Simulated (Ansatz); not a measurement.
# Gate voltage at the highest density: 1T-PtSe2 monolayer

A layer charged from two gates alike needs a voltage that grows with the carrier density; the slope is e over the total capacitance.

Set-up. Ansatz 0.2.0, plane waves with PAW datasets (its set soft_2), PBE-D3(BJ); isolated slab, charged sheets 4.5 Å from the outer atoms behind model barriers, atoms held, Fermi-Dirac smearing of 0.02585 eV. The voltage is that of the gates (their mean) against the layer's Fermi level, from the uncharged case, which has a gap of 1.37 eV.

```tsv
run	added electrons (10¹³ per cm²)	gate voltage (V)
run 1	0.50	0.78
run 2	2.00	1.27
run 3	6.00	?
```

**Question.** What value belongs in the row marked “?”, and how far can the other rows tell?

Two rows fix a line: slope = (1.27 − 0.78) / (2.00 − 0.50) = 0.3267, intercept 0.6166. The capacitance is 1.602/0.3267 = 4.90 µF/cm², against 3.94 µF/cm² for plates 4.5 Å apart in vacuum on both sides; it is the larger, as where the added charge has its centre outside the outer atoms (not examined here). The intercept is mostly the shift of the Fermi level from inside the gap to the band edge. At 6.00 it gives 0.3267 × 6.00 + 0.6166 = 2.58 V, beyond the rows fitted. Rounding of the rows alone allows about ±0.032 V there; two rows can't show whether the line holds.

The run itself gives 2.50 V: a miss of −0.08 V, or 3.2 % of the value. The capacitance rises towards the highest density.

**Limits.** The gates are model sheets, not atoms, and low densities sample few k-points. Spin-orbit coupling is left out, which changes the bands of elements this heavy.

[Logs are printed without paths, hosts, clocks, repeated set-up lines and the standing remarks that a program may print on its own settings, such as how far it seeks lower states.]
